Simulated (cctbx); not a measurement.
# Diagnosing a refinement

Cell a = 8.1840 Å, b = 8.1840 Å, c = 13.6690 Å, α = 90.00°, β = 90.00°, γ = 90.00°; space group I4/mcm (no. 140).

Simulated single-crystal data (cctbx): Cu Kα, λ = 1.54184 Å, to d = 0.83 Å, 50 % of the full sphere, strongest reflection 5000 counts, noise from counting, a 1.5 % proportional error and a noise floor of 15 counts (s.d.); no absorption.

An anisotropic refinement with weights 1/σ² prints:

```text
Rint 0.070, 242 unique reflections to 0.83 A
cycle     R1     wR2    GooF  max shift (A)
   1  0.0627  0.1195   3.306   0.00381
   2  0.0437  0.0781   2.161   0.00008
final R1 0.0439 wR2 0.0781 GooF 2.161  parameters 16  data/parameter 15.1
atom        x        y        z      Ueq    occ   su(xyz)  su(Uiso or U11)
Pb1    0.50000  0.50000  0.25000   0.0121  1.000  0.00000  0.0008
Ce1    0.83408  0.66592  0.00000   0.0121  1.000  0.00022  0.0008
Te1    0.14320  0.64320  0.13392   0.0132  1.000  0.00016  0.0006
S1     0.50000  0.00000  0.25000  -0.0097  1.000  0.00000  0.0027  NPD
Fe1    0.00000  0.00000  0.00000   0.0631  1.000  0.00000  0.0066
difference map: max 7.39 min -4.40 rms 0.89
Q1    0.0000  0.5000  0.2722    8    7.64  0.30 A from S1
Q2    0.0000  0.0000  0.0000    4    3.01  0.00 A from Fe1
Q3    0.1002  0.3998  0.2790   16    2.53  1.23 A from S1
Q4    0.0584  0.4416  0.3517   16    2.37  1.00 A from Te1
Q5    0.1519  0.2210  0.0000   16    2.29  0.93 A from Ce1
Q6    0.1114  0.3886  0.0572   16    2.09  1.01 A from Ce1
```

Q: Accept it or mend it, and why?

Mend it. The fault: elements exchanged: Fe1 is S and S1 is Fe. Against the right model at the same level, R1 goes from 0.0219 to 0.0439 and GooF from 0.95 to 2.16, U of S1 shrinks from 0.0143 to -0.0097 Å², U of Fe1 swells from 0.0221 to 0.0631 Å² and S1 goes non-positive-definite. Fe1 has 10 electrons too many and its U swells to shed them, as expected; S1 has 10 electrons too few and its U shrinks to make up, as expected.

The compound is Ce2FeTe4PbS. The right model at the same level gives:

```text
Rint 0.070, 242 unique reflections to 0.83 A
cycle     R1     wR2    GooF  max shift (A)
   1  0.0294  0.0485   1.341   0.00223
   2  0.0219  0.0343   0.949   0.00000
final R1 0.0219 wR2 0.0343 GooF 0.949  parameters 16  data/parameter 15.1
atom        x        y        z      Ueq    occ   su(xyz)  su(Uiso or U11)
Pb1    0.50000  0.50000  0.25000   0.0123  1.000  0.00000  0.0003
Ce1    0.83417  0.66583  0.00000   0.0125  1.000  0.00010  0.0004
Te1    0.14313  0.64313  0.13404   0.0138  1.000  0.00007  0.0003
Fe1    0.50000  0.00000  0.25000   0.0143  1.000  0.00000  0.0013
S1     0.00000  0.00000  0.00000   0.0221  1.000  0.00000  0.0023
difference map: max 3.17 min -2.77 rms 0.68
Q1    0.0981  0.4019  0.2789   16    3.18  1.20 A from Fe1
Q2    0.1109  0.3891  0.0574   16    2.45  1.01 A from Ce1
Q3    0.0551  0.4449  0.3490   16    2.21  1.04 A from Te1
Q4    0.0315  0.2275  0.1364   32    2.11  1.78 A from Te1
Q5    0.1734  0.3266  0.4497   16    1.98  1.20 A from Te1
Q6    0.2246  0.2754  0.0613   16    1.96  1.08 A from Ce1
```

The model is made up (kin elements in a known structure type, no relaxation), so it says nothing on whether the phase exists.

[Middle refinement cycles are left out of these outputs.]

[Logs are printed without paths, hosts, clocks, repeated set-up lines and the standing remarks that a program may print on its own settings, such as how far it seeks lower states.]
